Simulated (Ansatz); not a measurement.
An input for Ansatz 0.2.0 (CdTe (F-43m)):

```yaml
crystal:
  lattice:
    - [0.0, 3.24, 3.24]
    - [3.24, 0.0, 3.24]
    - [3.24, 3.24, 0.0]
  atoms:
    - { symbol: Cd, position: [0.0, 0.0, 0.0] }
    - { symbol: Te, position: [0.25, 0.25, 0.25] }
kpoints:
  mp_grid: { grid: [4, 4, 4] }
  band_path:
    path:
      - [0.0, 0.0, 0.0]
      - [-0.5, -0.5, 0.0]
      - [-0.375, -0.375, 0.25]
      - [-0.375, 0.0, 0.375]
      - [0.0, 0.0, 0.5]
      - [-0.5, -0.25, 0.25]
    npoints: 1
hamiltonian:
  xc: hf
  pseudopotentials: { kind: paw, azcp: { folder: "./paw" } }
scf:
  occupations: { method: fixed }
  n_extra_bands: 4
output:
  eigenvalues: true
```

```sh
ansatz run input.yaml --threads 3 --pin off --max-ram 92160MiB --backend cuda --events-out ev --progress --plain --runs-dir out --devices 1 --max-vram 13GiB
```

Question: Estimate wall time and host memory on 1 × NVIDIA H100 80GB HBM3 (shared by 6 runs) with 3 threads of AMD EPYC 7R13 (Zen 3), shared host.

It took 27 s; on shared hardware allow 14 s to 55 s. Peak host memory was 1.1 GiB. The sizes that set the cost: 1363 plane waves a state, 8 irreducible k points and 21 SCF cycles.

Exact exchange couples every pair of k points and filled bands, so it costs far more than a semilocal run.

[Paths, hosts, dates, memory and timing lines, banners, echoed tables and standing remarks are left out of the program output.]

[Logs are printed without paths, hosts, clocks, repeated set-up lines and the standing remarks that a program may print on its own settings, such as how far it seeks lower states.]

[Runs of the session that timed out or met a known fault of the program may be left out.]

[Cells called generated may have been cut or substituted from an entry of the Crystallography Open Database or the Materials Project.]

[Hosts, paths, dates, database ids (printed as entryN), source tags and the programs' standing remarks are cut or masked in the printed files.]
